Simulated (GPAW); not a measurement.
# A 7-layer slab of Pb(111) in an electric field, part 2 of 2

How does a 7-layer slab of Pb(111) screen a perpendicular field?

GPAW 26.7.0; GPAW, PAW setups; slab in vacuum, relaxation (the session's first sound run).

So far, dipole along the normal (e·Å): step 2 (relaxing the atoms) -9.3e-4; step 3 (the slab's potential) -0.00101; step 4 (In a field) -0.246; step 5 (field on) -0.124.

## (7) Field on

The input, run.py:

```python
import json
import numpy as np
from ase import Atoms
from gpaw import GPAW, PW
from gpaw.external import ConstantElectricField

slab = Atoms(
    ['Pb', 'Pb', 'Pb', 'Pb', 'Pb', 'Pb', 'Pb'],
    positions=[
        [0.00000, 0.00000, 9.00000],
        [1.75009, 1.01041, 11.85788],
        [3.50018, 2.02083, 14.71577],
        [0.00000, -0.00000, 17.65070],
        [1.75009, 1.01041, 20.58505],
        [3.50018, 2.02083, 23.51533],
        [-0.00000, 0.00000, 26.30105]],
    cell=[[3.50018, 0.0, 0.0], [1.75009, 3.03124, 0.0], [0.0, 0.0, 35.1473]],
    pbc=[True, True, False])

slab.calc = GPAW(mode=PW(400), xc='PBE', kpts={'size': (10, 10, 1), 'gamma': True},
                 occupations={'name': 'fermi-dirac', 'width': 0.1}, nbands='200%',
                 convergence={'density': 1e-05}, maxiter=200,
                 poissonsolver={'dipolelayer': 'xy'},
                 external=ConstantElectricField(0.05, [0, 0, 1]),
                 symmetry={'tolerance': 1e-3}, txt='slab.txt')
result = {}
energy = slab.get_potential_energy()
fermi = slab.calc.get_fermi_level()
v = slab.calc.get_electrostatic_potential().mean((0, 1)) - fermi
n = slab.calc.get_pseudo_density().mean((0, 1))
L = slab.cell[2, 2]
z = np.arange(len(v)) * L / len(v)
low, high = slab.positions[:, 2].min(), slab.positions[:, 2].max()
below, above = np.interp([low - 6.8, high + 6.8], z, v)
slopes = [np.interp(x, z, np.gradient(v, z)) for x in (low - 6.8, high + 6.8)]
eps = np.array([[slab.calc.get_eigenvalues(k, s) for k in range(len(slab.calc.get_ibz_k_points()))]
                for s in range(slab.calc.get_number_of_spins())]) - fermi
top, bottom = eps[eps < 0].max(), eps[eps > 0].min()
dipole = slab.get_dipole_moment()[2]
print(f'energy {energy:.4f} eV, Fermi level {fermi:.4f} eV, dipole {dipole:.5f} e A')
print(f'potential 6.8 A off the faces, from the Fermi level: lower {below:.4f} eV, upper {above:.4f} eV')
print(f'slope of the potential there: lower {slopes[0]:.5f}, upper {slopes[1]:.5f} eV/A')
print(f'nearest levels on the mesh: {top:.4f} and {bottom:.4f} eV')
print('magnetic moment', round(slab.get_magnetic_moment(), 3))
result.update(energy=energy, fermi=fermi, dipole=dipole, below=below, above=above, slopes=slopes, edges=[top, bottom],
              z=z.tolist(), v=v.tolist(), n=n.tolist(), positions=slab.positions.tolist(),
              forces=slab.get_forces(apply_constraint=False).tolist(), moments=slab.get_magnetic_moments().tolist())
json.dump(result, open('result.json', 'w'))
```

The run is started by

```sh
OMP_NUM_THREADS=1 OPENBLAS_NUM_THREADS=1 python run.py
```

Wall time 26 min (1 thread of Intel Xeon Platinum 8375C at 2.90GHz (Ice Lake), shared host); peak memory 0.9 GiB.

The electrostatic potential energy of an electron (without an applied field's), less the Fermi level, planar mean oscillates, so the rows of the table below give means over windows of 2.93 Å about each position, cut where the curve ends. Its maxima inside the range that stand out by 2 % of the span (Å: eV): 10.5: 1.57, 13.3: 1.35, 16.2: 1.47, 19.1: 1.32, 22.1: 1.18, 24.9: 0.587. Its minima: 9.0: -21.4, 11.8: -21.5, 14.7: -21.7, 17.7: -21.9, 20.6: -22.1, 23.5: -22.1, 26.3: -22.1.

The electrostatic potential energy of an electron (without an applied field's), less the Fermi level, planar mean by z; means over each step:

z (Å), electrostatic potential energy of an electron (without an applied field's), less the Fermi level, planar mean (eV) and a bar from the least value:
```
     1.47        4.2 ##############################
     4.40        4.2 ##############################
     7.33        0.3 #####################
    10.26       -7.5 ###
    13.19       -7.7 ###
    16.12       -7.3 ####
    19.05       -7.4 ###
    21.98       -7.6 ###
    24.91       -8.9 
    27.84       -1.8 ################
    30.77        3.2 ############################
    33.70        3.2 ############################
```

## (8) Field on

run.py: that of step 7 with these lines changed.

```diff
@@ -23,3 +23,3 @@
                  poissonsolver={'dipolelayer': 'xy'},
-                 external=ConstantElectricField(0.05, [0, 0, 1]),
+                 external=ConstantElectricField(0.1, [0, 0, 1]),
                  symmetry={'tolerance': 1e-3}, txt='slab.txt')
```

Elapsed: 19 min, on 1 thread; peak memory 0.89 GiB.

The dipole is now 0.121 e Å, against -0.0010 in the run without a field.

## (9) In a field

run.py: that of step 8 with these lines changed.

```diff
@@ -23,3 +23,3 @@
                  poissonsolver={'dipolelayer': 'xy'},
-                 external=ConstantElectricField(0.1, [0, 0, 1]),
+                 external=ConstantElectricField(0.2, [0, 0, 1]),
                  symmetry={'tolerance': 1e-3}, txt='slab.txt')
```

Wall time 17 min (1 thread); peak memory 0.9 GiB.

The electrostatic potential energy of an electron (without an applied field's), less the Fermi level, planar mean oscillates, so the rows of the table below give means over windows of 2.93 Å about each position, cut where the curve ends. Its maxima inside the range that stand out by 2 % of the span (Å: eV): 1.8: 5.78, 10.5: 2.64, 13.3: 2.00, 16.2: 1.68, 19.1: 1.08, 22.1: 0.504, 24.9: -0.514. Its minima: 9.0: -20.1, 11.8: -20.6, 14.7: -21.3, 17.7: -21.9, 20.6: -22.5, 23.5: -23.0, 26.3: -23.4.

The electrostatic potential energy of an electron (without an applied field's), less the Fermi level, planar mean by z; means over each step:

```
z (Å)  electrostatic potential energy of an electron (without an applied field's), less the Fermi level, planar mean (eV)
 1.47                                                                                                                5.65
 4.40                                                                                                                5.77
 7.33                                                                                                                1.82
10.26                                                                                                               -6.42
13.19                                                                                                               -7.09
16.12                                                                                                               -7.04
19.05                                                                                                               -7.63
21.98                                                                                                               -8.23
24.91                                                                                                               -10.0
27.84                                                                                                               -3.26
30.77                                                                                                                1.63
33.70                                                                                                                1.71
```

The dipole is now 0.243 e Å, against -0.0010 in the run without a field.

## (10) In a field

run.py: that of step 9 with these lines changed.

```diff
@@ -23,3 +23,3 @@
                  poissonsolver={'dipolelayer': 'xy'},
-                 external=ConstantElectricField(0.2, [0, 0, 1]),
+                 external=ConstantElectricField(0.3, [0, 0, 1]),
                  symmetry={'tolerance': 1e-3}, txt='slab.txt')
```

The job ended after 17 min (1 thread; peak memory 0.9 GiB).

The electrostatic potential energy of an electron (without an applied field's), less the Fermi level, planar mean oscillates, so the rows of the table below give means over windows of 2.93 Å about each position, cut where the curve ends. Its maxima inside the range that stand out by 2 % of the span (Å: eV): 1.8: 6.83, 10.5: 3.35, 13.3: 2.42, 16.2: 1.81, 19.1: 0.927, 22.1: 0.0557, 24.9: -1.25. Its minima: 9.0: -19.3, 11.8: -20.1, 14.7: -21.0, 17.7: -21.9, 20.6: -22.8, 23.5: -23.6, 26.3: -24.3.

Electrostatic potential energy of an electron (without an applied field's), less the Fermi level, planar mean against z; means over each step:

z (Å), electrostatic potential energy of an electron (without an applied field's), less the Fermi level, planar mean (eV) and a bar from the least value:
```
     1.47        6.6 ##############################
     4.40        6.8 ##############################
     7.33        2.8 #######################
    10.26       -5.7 #########
    13.19       -6.7 #######
    16.12       -6.9 #######
    19.05       -7.8 #####
    21.98       -8.7 ####
    24.91      -10.7 
    27.84       -4.3 ###########
    30.77        0.6 ###################
    33.70        0.7 ####################
```

The dipole is now 0.365 e Å, against -0.0010 in the run without a field.

## (11) The series

The members are put on one axis.

This step: induced dipole against applied field (GPAW 26.7.0).

Dipole along the normal against field:

```
field (V/Å)  dipole along the normal (e·Å)
     -0.200                         -0.246
     -0.100                         -0.124
     -0.050                        -0.0627
      0.000                       -0.00101
      0.050                         0.0595
      0.100                          0.121
      0.200                          0.243
      0.300                          0.365
```

## (12) Results

| Property | Result |
| --- | --- |
| work function, upper and lower face | 3.728 and 3.701 eV |
| dipole along the normal | -0.0010 e Å, near the numerical noise |
| induced dipole per field | 1.22 e Å per V/Å |
| out-of-plane polarisability per area, α/(ε0 A) | 20.9 Å |

In words: The field induces 1.22 e Å per V/Å, a polarisable thickness α/(ε0 A) of 20.9 Å beside 17.3 Å between the outermost nuclei. A perfect conductor would give the distance between its two image planes; a dielectric of thickness t gives t(1 - 1/ε). The measured value for polycrystalline Pb, which weights the faces of low work function, is 4.25 eV (as compiled in "Anisotropic work function of elemental crystals", 2019, arxiv:1902.07811); the relaxed upper face lies 0.52 eV under it with PBE. Measured work functions scatter by a tenth of an eV or more between methods. The induced dipole is linear in the field over this range. The small printed dipole stands for a step of 17 meV from the lower to the upper face, and the probes find 27 meV; values this small are near the numerical noise of both. The in-plane lattice was kept as typed, which isn't the functional's own and leaves some strain; spin-orbit coupling and temperature are left out.

[Logs are printed without paths, hosts, clocks, repeated set-up lines and the standing remarks that a program may print on its own settings, such as how far it seeks lower states.]

[Hosts, paths, dates, database ids (printed as entryN), source tags and the programs' standing remarks are cut or masked in the printed files.]
